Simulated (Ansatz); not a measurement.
## Formation energy and levels of the self-interstitial F_i (8-fold void) in LiF (Fm-3m)

Wanted: the transition levels of a self-interstitial in LiF (Fm-3m), from a cell of 54 host atoms with 1 F put in.

Calculated with Ansatz 0.2.0; place-levels on HSE06 runs: charge-transition levels and formation energies with image-charge correction and potential alignment at the atomic sites; PAW set soft_1.

**1. Starting point**

The cell holds 55 atoms: 27 Li and 28 F. Its edges and angles: a = 8.499 Å, b = 8.499 Å, c = 8.499 Å, α = 60.0°, β = 60.0°, γ = 60.0°. It derives from LiF (space group Fm-3m). Nearest the centre at fractional (0.083, 0.750, 0.750): F55 at 0.00 Å, Li17 at 1.73 Å, F54 at 1.73 Å, F16 at 1.73 Å, F12 at 1.73 Å, Li5 at 1.73 Å, Li13 at 1.73 Å, Li35 at 1.73 Å.

Coordinates:

```xyz
55
Lattice="0.0000 6.0099 6.0099 6.0099 0.0000 6.0099 6.0099 6.0099 0.0000" Properties=species:S:1:pos:R:3 pbc="T T T"
Li    0.0000    0.0000    0.0000
F     2.0033    2.0033    2.0033
Li    2.0033    2.0033    0.0000
F     4.0066    4.0066    2.0033
Li    4.0066    4.0066    0.0000
F     6.0099    6.0099    2.0033
Li    2.0033    0.0000    2.0033
F     4.0066    2.0033    4.0066
Li    4.0066    2.0033    2.0033
F     6.0099    4.0066    4.0066
Li    6.0099    4.0066    2.0033
F     8.0132    6.0099    4.0066
Li    4.0066    0.0000    4.0066
F     6.0099    2.0033    6.0099
Li    6.0099    2.0033    4.0066
F     8.0132    4.0066    6.0099
Li    8.0132    4.0066    4.0066
F    10.0165    6.0099    6.0099
Li    0.0000    2.0033    2.0033
F     2.0033    4.0066    4.0066
Li    2.0033    4.0066    2.0033
F     4.0066    6.0099    4.0066
Li    4.0066    6.0099    2.0033
F     6.0099    8.0132    4.0066
Li    2.0033    2.0033    4.0066
F     4.0066    4.0066    6.0099
Li    4.0066    4.0066    4.0066
F     6.0099    6.0099    6.0099
Li    6.0099    6.0099    4.0066
F     8.0132    8.0132    6.0099
Li    4.0066    2.0033    6.0099
F     6.0099    4.0066    8.0132
Li    6.0099    4.0066    6.0099
F     8.0132    6.0099    8.0132
Li    8.0132    6.0099    6.0099
F    10.0165    8.0132    8.0132
Li    0.0000    4.0066    4.0066
F     2.0033    6.0099    6.0099
Li    2.0033    6.0099    4.0066
F     4.0066    8.0132    6.0099
Li    4.0066    8.0132    4.0066
F     6.0099   10.0165    6.0099
Li    2.0033    4.0066    6.0099
F     4.0066    6.0099    8.0132
Li    4.0066    6.0099    6.0099
F     6.0099    8.0132    8.0132
Li    6.0099    8.0132    6.0099
F     8.0132   10.0165    8.0132
Li    4.0066    4.0066    8.0132
F     6.0099    6.0099   10.0165
Li    6.0099    6.0099    8.0132
F     8.0132    8.0132   10.0165
Li    8.0132    8.0132    8.0132
F    10.0165   10.0165   10.0165
F     9.0148    5.0082    5.0082
```

Screening for the image-charge correction: ε∞ = 2.09, ε0 = 9.46, from a response run on this crystal (DFPT, PBEsol) at that run's own cell.

The cell's shortest repeat is 8.5 Å.

**2. The runs of each charge state**

Levels follow from differences of total energies between charge states, each relaxed by itself.

Each atom starts 0.05 Å or so off its site in a random direction: a symmetric start keeps its symmetry, and would miss off-centre moves and Jahn–Teller distortions. Forces are taken at one point at (¼, ¼, ¼). The cell holds 1 electron more than the neutral one, with a uniform background that keeps it neutral on the whole.

One of the inputs; charge, spin and start change from state to state.

qm1.relax/input.yaml

```yaml
crystal:
  lattice:
    - [0.0, 2.00329385, 2.00329385]
    - [2.00329385, 0.0, 2.00329385]
    - [2.00329385, 2.00329385, 0.0]
  atoms:
    - { symbol: Li, position: [0.0, 0.0, 0.0] }
    - { symbol: F, position: [0.5, 0.5, 0.5] }
  supercell: [3, 3, 3]
  defects: [{ interstitial: { symbol: F, position: [0.083333, 0.75, 0.75] } }]
total_charge: -1
basis:
  ecutwfc: 420
  xc_grid: 2
hamiltonian:
  xc: pbesol
  pseudopotentials: { kind: paw, azcp: { folder: soft_1 }, xc_functional: pbe }
kpoints:
  mp_grid: { grid: [1, 1, 1], shift: [0.25, 0.25, 0.25] }
scf:
  occupations: { method: fixed }
  max_iter: 60
output:
  forces: true
  charged_corrections:
    epsilon: 2.09
    static_epsilon: 9.46
    defect_position: [0.083333, 0.75, 0.75]
relax:
  f_tol: 0.02
  max_steps: 60
  random_displacement: { amplitude: 0.05, seed: 909 }
checkpoint:
  write: "../qm1.relax.run"
  compress: false
  write_wavefunctions: true
  write_every: 100000
```

Started as:

```bash
$ ansatz run input.yaml --threads 4 --pin off --max-ram 14131MiB --backend cpu --events-out ev --progress --plain --runs-dir out
```

Exact exchange opens the gap and lessens the self-interaction that spreads bound carriers; this run is a single point that starts from the saved hybrid relaxation.

The run of this state that the levels use, under HSE06:

qm1.hybq/input.yaml

```yaml
crystal:
  checkpoint: "../qm1.hrelax.run"
  host: checkpoint
total_charge: -1
basis:
  ecutwfc: 420
  xc_grid: 2
hamiltonian:
  xc: hse06
  pseudopotentials: { kind: paw, azcp: { folder: soft_1 } }
kpoints:
  mp_grid: { grid: [1, 1, 1], shift: [0.25, 0.25, 0.25] }
scf:
  occupations: { method: fermi_dirac, width: 0.01 }
  max_iter: 60
output:
  forces: true
  charged_corrections:
    epsilon: 2.09
    static_epsilon: 9.46
    defect_position: [0.083333, 0.75, 0.75]
  eigenvalues: true
checkpoint:
  read: "../qm1.hrelax.run"
  write: "../qm1.hybq.run"
  compress: false
  write_wavefunctions: false
  write_every: 100000
```

Relaxations under PBEsol at one point at (¼, ¼, ¼); times on 4 threads of Arm Neoverse V1, shared host:

| charge | moment (μB) | occupations | outcome | steps | largest displacement against the far atoms (Å) | time |
| --- | --- | --- | --- | --- | --- | --- |
| −1 | 0 | fixed | converged | 6 | 0.47 | 21 s |
| 0 | 1 | fixed | converged | 10 | 1.16 | 79 s |
| +1 | 0 | fixed | not converged | - | - | 14 s |
| +1 | 0 | fermi-dirac | converged | 13 | 1.05 | 58 s |

Relaxations under HSE06 at the zone centre alone; times on 4 threads of Arm Neoverse V1, shared host:

| charge | moment (μB) | occupations | outcome | steps | largest displacement against the far atoms (Å) | time |
| --- | --- | --- | --- | --- | --- | --- |
| −1 | 0 | fixed | converged | 2 | 0.47 | 48 s |
| 0 | 1 | fixed | converged | 5 | 1.16 | 4.4 min |
| +1 | 0 | fermi-dirac | converged | 13 | 1.20 | 5.8 min |

Single points under HSE06 at one point at (¼, ¼, ¼); times on 4 threads of Arm Neoverse V1, shared host:

| charge | moment (μB) | occupations | outcome | time |
| --- | --- | --- | --- | --- |
| −1 | 0 | fermi-dirac | converged | 65 s |
| 0 | 1 | fermi-dirac | converged | 3.5 min |
| +1 | 0 | fermi-dirac | converged | 97 s |

Distances (Å) from F55 to the nearest atoms after relaxation with HSE06:

```csv
charge,moment (μB),1.,2.,3.,4.,5.,6.
−1,0,Li 1.75,Li 1.75,Li 1.75,Li 1.75,F 2.19,F 2.20
0,1,Li 1.77,Li 1.77,F 1.82,Li 2.10,Li 2.10,F 2.18
+1,0,F 1.48,Li 1.88,Li 1.88,F 2.10,Li 2.31,Li 2.31
```

**3. place-levels, HSE06, the zone centre alone**

Exact exchange opens the gap and lessens the self-interaction that spreads bound carriers; this run is a single point that starts from the saved hybrid relaxation.

qm1.hyb/input.yaml, as its differences from qm1.hybq/input.yaml of step 2:

```diff
@@ -11,3 +11,3 @@
 kpoints:
-  mp_grid: { grid: [1, 1, 1], shift: [0.25, 0.25, 0.25] }
+  mp_grid: { grid: [1, 1, 1] }
 scf:
@@ -22,5 +22,7 @@
   eigenvalues: true
+  eigenstates: { localisation: true }
+  populations: true
 checkpoint:
   read: "../qm1.hrelax.run"
-  write: "../qm1.hybq.run"
+  write: "../qm1.hyb.run"
   compress: false
```

Wall time 28 s (4 threads of Arm Neoverse V1, shared host); peak memory 0.97 GiB; 99 s of CPU time.

levels.hyb.yaml

```yaml
host:
  run: host.hyb.run
states: [qm1.hyb.run, q0_M1.hyb.run, qp1.hyb.run]
geometry_from:
  qm1.hyb.run: qm1.hrelax.run
  q0_M1.hyb.run: q0_M1.hrelax.run
  qp1.hyb.run: qp1.hrelax.run
chemical_potentials:
  F:
    energy: -805.253989
    dataset: "<sha256 of the dataset>"
```

Started as:

```bash
$ ansatz place-levels levels.hyb.yaml -- --threads 4 --pin off --max-ram 14131MiB
```

Numbers of over 12 decimals in the logs are rounded to 6 here.

Log:

```text
(+1/0) 1.498 eV above the valence edge, 10.061 eV under the conduction edge
(0/-1) 3.812 eV above the valence edge, 7.746 eV under the conduction edge
formation energy of charge +1: +0.807 eV with the Fermi level at the valence edge
formation energy of charge 0: +2.304 eV with the Fermi level at the valence edge
formation energy of charge -1: +6.117 eV with the Fermi level at the valence edge
  edges by hse06, gap 11.559 eV; the host is sampled to repeats of 8.50 Å
[... the lines on each state left out ...]
```

It took 0.19 s on 4 threads.

Under HSE06 the gap is 11.56 eV, (+1/0) 1.50, (0/−1) 3.81 eV.

**4. Placing the levels, HSE06, one point at (¼, ¼, ¼)**

A charged cell interacts with its images and the background, and its potential has another zero than the host's. place-levels removes the first by a point-charge model, screened by the static dielectric constant since the ions have relaxed around the charge, and the second by comparing potentials at atoms far from the defect.

The host is a run of the defect-free crystal in the same cutoffs, grids and k-points, so that basis and sampling errors cancel in part in the differences. The host is run in a cell of 2 atoms on a matching mesh. Its band edges are searched through the zone by a band path, so the gap is smaller than, or equal to, that on the mesh. Chemical potentials are energies per atom of F (F2 molecule), run with the same functional and cutoff.

levels.hybq.yaml

```yaml
host:
  run: host.hybq.run
states: [qm1.hybq.run, q0_M1.hybq.run, qp1.hybq.run]
geometry_from:
  qm1.hybq.run: qm1.hrelax.run
  q0_M1.hybq.run: q0_M1.hrelax.run
  qp1.hybq.run: qp1.hrelax.run
chemical_potentials:
  F:
    energy: -805.253989
    dataset: "<sha256 of the dataset>"
```

Started as:

```bash
$ ansatz place-levels levels.hybq.yaml -- --threads 4 --pin off --max-ram 14131MiB
```

Log:

```text
[... repeated set-up lines and file paths are left out, and long positions are rounded to six places ...]
(+1/0) 1.505 eV above the valence edge, 10.045 eV under the conduction edge
(0/-1) 3.826 eV above the valence edge, 7.725 eV under the conduction edge
formation energy of charge +1: +0.825 eV with the Fermi level at the valence edge
formation energy of charge 0: +2.330 eV with the Fermi level at the valence edge
formation energy of charge -1: +6.156 eV with the Fermi level at the valence edge
  edges by hse06, gap 11.551 eV; the host is sampled to repeats of 8.50 Å
  the defect's cells are sampled to repeats of 8.50 Å, like sampling
  charge +1: -28238.8230 eV with its correction of +0.507 eV, at epsilon 9.46, aligned at sites: +0.2171 eV, mean over 22 atomic sites at or beyond 4.25 Å from the defect at [0.0833, 0.7500, 0.7500], with +0.000000 for the charge's moments and without [...]
  charge 0: +0.000 eV for its dipole among its images, +0.000 omitted
  charge -1: -28234.7291 eV with its correction of +0.204 eV, at epsilon 9.46, aligned at sites: +0.0865 eV, mean over 22 atomic sites at or beyond 4.25 Å from the defect at [0.0833, 0.7500, 0.7500], with +0.000000 for the charge's moments and without [...]
  of the host: (host) hybrid's levels can ripple along a path where its exchange mesh is coarse, and an extremum then takes the crest, of which none of its warnings tells: converge the edges in the exchange mesh (kpoints.mp_grid)
  of states[2] (qp1.hybq.run): how wide its charge is, is not read beside other atoms or cores, and a band state would take no correction. [...]
  of states[1] (q0_M1.hybq.run): its alignment with the host at atomic sites is doubtful: a part of the defect, F at [0.7194, 0.9498, 0.8324], stands 2.59 Å off the defect's place or the host's site by it, at or past 2.53 Å (0.6 of the 4.25 Å from which on [...]
  of states[0] (qm1.hybq.run): how wide its charge is, is not read beside other atoms or cores, and a band state would take no correction. [...]
```

Run time: 0.18 s. Hardware: 4 threads.

Under HSE06 the gap is 11.55 eV, (+1/0) 1.51, (0/−1) 3.83 eV; the stage before (HSE06, at other k-points) gave a gap of 11.56 eV and levels within 0.01 eV of these.

Levels between the charges placed, in eV above the valence top:

```csv
,gap (eV),(+1/0),(0/−1)
HSE06,11.55,1.51,3.83
```

Corrections by state:

| charge | moment (μB) | image terms and alignment (eV) | band filling (eV) | ε used | over the lowest of its charge, as the program ranks them, band filling apart (eV) |
| --- | --- | --- | --- | --- | --- |
| +1 | 0.0 | 0.507 | - | 9.46 | 0.000 |
| 0 | 1.0 | 0.000 | - | - | 0.000 |
| −1 | 0.0 | 0.204 | - | 9.46 | 0.000 |

From the program's caveats on the states, each cut to its opening words:

- charge +1, −1: how wide its charge is, is not read beside other atoms or cores, and a band state would take no correction
- charge +1: its displacements don't fall off away from the defect: farther atoms stand 0.024 Å off the host's places
- charge 0 (1 μB): its alignment with the host at atomic sites is doubtful: a part of the defect, F at [0.7194, 0.9498, 0.8324], stands 2.59 Å off the defect's place or the [...]
- charge 0 (1 μB): its alignment with the host at atomic sites is doubtful: the mean over the far sites moves by +0.0911 eV from their farther parts to their nearer, more than [...]
- charge 0 (1 μB): its displacements don't fall off away from the defect: farther atoms stand 0.043 Å off the host's places
- charge 0 (1 μB): flagged: stability check not made
- charge −1: its alignment with the host at atomic sites is doubtful: the mean over the far sites moves by +0.2411 eV from their farther parts to their nearer, more than [...]

Chemical potentials of the elements' reference phases, run alike. Formation energy by charge state (elemental references; gap 11.55 eV):

| charge | at valence top (eV) | at conduction bottom (eV) | correction included (eV) |
| --- | --- | --- | --- |
| +1 | 0.82 | 12.38 | 0.51 |
| 0 | 2.33 | 2.33 | 0.00 |
| −1 | 6.16 | -5.39 | 0.20 |

| Fermi level (eV) | lowest formation energy (eV) |
| --- | --- |
| 0.00 | 0.82 |
| 1.05 | 1.87 |
| 2.10 | 2.33 |
| 3.15 | 2.33 |
| 4.20 | 1.96 |
| 5.25 | 0.91 |
| 6.30 | -0.15 |
| 7.35 | -1.20 |
| 8.40 | -2.25 |
| 9.45 | -3.30 |
| 10.50 | -4.35 |
| 11.55 | -5.39 |

**5. Cost and result**

Levels between neighbouring charges, in eV above each run's own valence top:

```csv
,gap (eV),(+1/0),(0/−1),CPU time a state at this stage (restarts are quicker than cold starts)
"HSE06, zone centre alone",11.56,1.50,3.81,2.4 min
"HSE06, (¼, ¼, ¼)",11.55,1.51,3.83,7.6 min
```

**6. Outcome**

| Quantity | Value |
| --- | --- |
| gap of the host | 11.55 eV (HSE06) |
| level (plus 1/0) | 1.51 eV above the valence top |
| level (0/minus 1) | 3.83 eV above the valence top |
| lowest of the charges placed, just above the valence top (0.02 eV) | +1 |
| lowest of the charges placed, just below the conduction bottom (0.02 eV) | −1 |
| lowest formation energy at mid-gap of the charges run, elemental references | 0.38 eV |

Of the charges placed (−1, 0 and +1), the lowest changes at 1.51 eV (+1/0) and 3.83 eV (0/−1) above the valence top, in a gap of 11.55 eV. Charges above +1 and below −1 were not placed, so these runs say nothing of levels that involve them. States placed: +1 at 0 μB; 0 at 1 μB; −1 at 0 μB. Other spin states or structures, where not listed, weren't placed. At charge 0 and +1 the atom put in ends up to 1.2 Å from its starting place, so the name tells the start alone and the levels can join different sites. The program doubts the alignment of potentials for at least one state, a sign that the cell is small. Keep in mind: one k-point off the zone centre stands for the whole zone; the images are only 8.5 Å apart; where a gas molecule sets a chemical potential or the host's formation energy, its binding is uncorrected.

[Logs are printed without paths, hosts, clocks, repeated set-up lines and the standing remarks that a program may print on its own settings, such as how far it seeks lower states.]

[Hosts, paths, dates, database ids (printed as entryN), source tags and the programs' standing remarks are cut or masked in the printed files.]

[Where a table of states has a column of steps, it counts the stored structures, which are thinned; the runs took as many ionic steps or more.]

[A defect's name tells the site on which it was built; relaxed atoms can leave that site.]

[For some hosts the program warned that the k-mesh of the response run may be too coarse for force constants and the static dielectric constant; such warnings are not shown here.]
